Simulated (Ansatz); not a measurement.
# Electron scattering at the Σ3 (111) boundary in fcc Ni, starting shift (0.25, 0.5), part 2 of 2

Aim: the relaxed structure and the specific resistance of the Σ3 (111) boundary in fcc Ni, starting shift (0.25, 0.5).

Ansatz 0.2.0; Ansatz plane-wave DFT, PBE, PAW files, collinear spin; relaxation of a bicrystal slab with its lowest layers held; PAW set soft_1 (the session's first sound run).

So far. Step 2 (Relaxing the bicrystal): The largest force component on a free atom ends at 0.015 eV/Å, under the tolerance of 0.03, after 9 steps. Step 3 (Transmission across the boundary): Nearest the Fermi level spin up passes 0.594 of 0.647 channels of the lower lead and spin down 1.47 of 1.71.

### 4. Specific resistance

 

This step: Ansatz plane-wave DFT, PBE, PAW files, collinear spin; ballistic transport by layer matching (Landauer), zero bias; specific resistance of the boundary; PAW set soft_1 (Ansatz 0.2.0).

This step gave:

```yaml
area_resistance: 0.08218 fΩ m²
t_over_the_leads_mean_channel_count: 0.8630
spin_asymmetry_gamma: -0.09509 (R down - R up) / (R down + R up)
```

Averaged over the energies near the Fermi level, 86.3 % of the channels pass, which makes 0.0822 fΩ m².

By hand, with means over the energies near the Fermi level: RA per spin = A (h/e²)(1/T − ½[1/N₁ + 1/N₂]); spin up: 5.377×10⁻²⁰ m² × 25 813 Ω × (1/0.5858 − ½[1/0.6344 + 1/0.6344]) = 0.182 fΩ m²; spin down: 5.377×10⁻²⁰ m² × 25 813 Ω × (1/1.469 − ½[1/1.748 + 1/1.745]) = 0.150 fΩ m². The spins conduct in parallel, so 1/RA = 1/0.182 + 1/0.150 and RA = 0.0822 fΩ m²; γ = (0.150 − 0.182)/(0.150 + 0.182) = -0.095.

### 5. Single-crystal slab for reference

The free faces cost energy too. A single-crystal slab with the same faces and held layers is relaxed, so that they cancel.

l

This step: Ansatz plane-wave DFT, PBE, PAW files, collinear spin; relaxation of a single-crystal slab with its lowest layers held; PAW set soft_1 (Ansatz 0.2.0).

System of this step: Ni slab, plane (1, 1, 1). The cell holds 10 atoms: 10 Ni. Its edges and angles: a = 2.492 Å, b = 2.492 Å, c = 29.311 Å, α = 90.0°, β = 90.0°, γ = 120.0°. It derives from Ni. Vacuum lies along c.

input.yaml reads:

```yaml
crystal:
  lattice:
    - [2.4918442969, 0.0, 0.0]
    - [-1.2459221485, 2.1580004634, 0.0]
    - [0.0, 0.0, 29.3112411374]
  atoms:
    - { symbol: Ni, position: [0.9999999999, 0.0, 0.1705830189], spin: 1.0 }
    - { symbol: Ni, position: [0.3333333332, 0.6666666667, 0.2399960587], spin: 1.0 }
    - { symbol: Ni, position: [0.6666666666, 0.3333333333, 0.3094090985], spin: 1.0 }
    - { symbol: Ni, position: [0.9999999999, 0.0, 0.3788221384], spin: 1.0 }
    - { symbol: Ni, position: [0.3333333333, 0.6666666667, 0.4482351782], spin: 1.0 }
    - { symbol: Ni, position: [0.6666666666, 0.3333333333, 0.517648218], spin: 1.0 }
    - { symbol: Ni, position: [1.0, 0.0, 0.5870612579], spin: 1.0 }
    - { symbol: Ni, position: [0.3333333333, 0.6666666667, 0.6564742977], spin: 1.0 }
    - { symbol: Ni, position: [0.6666666667, 0.3333333333, 0.7258873375], spin: 1.0 }
    - { symbol: Ni, position: [0.0, 0.0, 0.7953003774], spin: 1.0 }
magnetization:
  spin_polarized: true
kpoints:
  mp_grid: { grid: [11, 11, 1] }
hamiltonian:
  xc: pbe
  pseudopotentials: { kind: paw, azcp: { folder: soft_1 } }
scf:
  occupations: { method: fermi_dirac, width: 0.1 }
relax:
  f_tol: 0.03
  max_steps: 80
  constraints: [{ sites: [0, 1] }]
```

Run with:

```console
> ansatz run input.yaml --threads 8 --pin off --max-ram 15360MiB --backend cpu --events-out ev --progress --plain --runs-dir out
```

The job ended after 27 s (8 threads of Intel Xeon Platinum 8375C at 2.90GHz (Ice Lake), shared host; peak memory 1.2 GiB).

Step by step:

```
step  energy less that of the first step (eV)  largest force component (eV/Å)
   1                                   0.0000                          0.1597
   2                                  -0.0018                          0.0949
   3                                  -0.0027                          0.0028
```

The atoms that moved most (Å):

```
atom     dx     dy      dz  length
Ni10  0.000  0.000  -0.055   0.055
 Ni9  0.000  0.000  -0.025   0.025
 Ni8  0.000  0.000  -0.021   0.021
 Ni7  0.000  0.000  -0.018   0.018
 Ni6  0.000  0.000  -0.015   0.015
 Ni5  0.000  0.000  -0.011   0.011
 Ni4  0.000  0.000  -0.008   0.008
 Ni3  0.000  0.000  -0.006   0.006
```

Final coordinates:

```xyz
10
Lattice="2.4918 0.0000 0.0000 -1.2459 2.1580 0.0000 0.0000 0.0000 29.3112" Properties=species:S:1:pos:R:3
Ni    2.4918    0.0000    5.0000
Ni    0.0000    1.4387    7.0346
Ni    1.2459    0.7193    9.0636
Ni    2.4918    0.0000   11.0953
Ni    0.0000    1.4387   13.1273
Ni    1.2459    0.7193   15.1577
Ni    2.4918    0.0000   17.1896
Ni    0.0000    1.4387   19.2210
Ni    1.2459    0.7193   21.2521
Ni    0.0000    0.0000   23.2567
```

Numbers from this step:

- free energy: -58396.2268 eV
- energy at zero smearing: -58395.9513 eV
- Fermi energy: 10.87 eV
- magnetization: 6.298 μB
- absolute magnetization: 7.233 μB

The largest force component on a free atom ends at 0.0028 eV/Å, under the tolerance of 0.03, after 3 steps.

### 6. Bulk reference

The perfect crystal gives the energy per atom, for the atoms by which bicrystal and slab differ.

s

This step: Ansatz plane-wave DFT, PBE, PAW files, collinear spin; bulk reference; PAW set soft_1 (Ansatz 0.2.0).

System of this step: Ni. The structure is cubic, space group Fm-3m (No. 225). Conventional cell: a = 3.524 Å, b = 3.524 Å, c = 3.524 Å, α = 90.00°, β = 90.00°, γ = 90.00°. Nearest to Ni lie 12 Ni at 2.49 Å.

input.yaml, the sections that differ from step 5:

```yaml
crystal:
  lattice:
    - [0.0, 1.762, 1.762]
    - [1.762, 0.0, 1.762]
    - [1.762, 1.762, 0.0]
  atoms:
    - { symbol: Ni, position: [0.0, 0.0, 0.0], spin: 1.0 }
kpoints:
  mp_grid: { grid: [21, 21, 21] }
# magnetization, hamiltonian, scf: as in step 5
# relax: removed
```

Wall time 1.5 s (8 threads); peak memory 0.37 GiB.

Numbers from this step:

```
free energy             : -5839.7518 eV
energy at zero smearing : -5839.7248 eV
Fermi energy            : 17.82 eV
magnetization           : 0.6244 μB
absolute magnetization  : 0.7139 μB
site moments            : 0.6624 μB
```

The cell carries a net spin moment of 0.62 μB and an absolute one of 0.71 μB.

### 7. Boundary energy

o

This step: Ansatz plane-wave DFT, PBE, PAW files, collinear spin; bicrystal less single-crystal slab less bulk atoms, a boundary area; PAW set soft_1 (Ansatz 0.2.0).

Numbers from this step:

```
excess energy of the cell : 0.02888 eV
boundary energy           : 0.08605 J/m²
```

The boundary costs 0.086 J/m².

By hand: 0.0289 eV / 5.377 Å² × 16.02 = 0.0861 J/m².

### 8. Outcome

* specific resistance of the boundary: 0.0822 fΩ m²
* share of channels that pass: 0.863
* boundary energy: 0.0861 J/m²

In words: The boundary has a specific resistance of 0.082 fΩ m² and an energy of 0.086 J/m². The boundary reflects 14 % of the channels; 0.082 fΩ m² is 0.82×10⁻¹² Ω·cm². That equals the resistance of 1.1 nm of bulk Ni at 300 K (measured 7.2 µΩ cm, CRC Handbook of Chemistry and Physics, 84th ed., 2003, Electrical Resistivity of Pure Metals). In the relaxation the upper grain slid sideways by about 1.1 Å, so the result belongs to the position that it found, not to the starting one. For this plane that is the coherent twin. One magnetic start was tried, and the two spins conduct in parallel without mixing.

[Logs are printed without paths, hosts, clocks, repeated set-up lines and the standing remarks that a program may print on its own settings, such as how far it seeks lower states.]

[Hosts, paths, dates, database ids (printed as entryN), source tags and the programs' standing remarks are cut or masked in the printed files.]
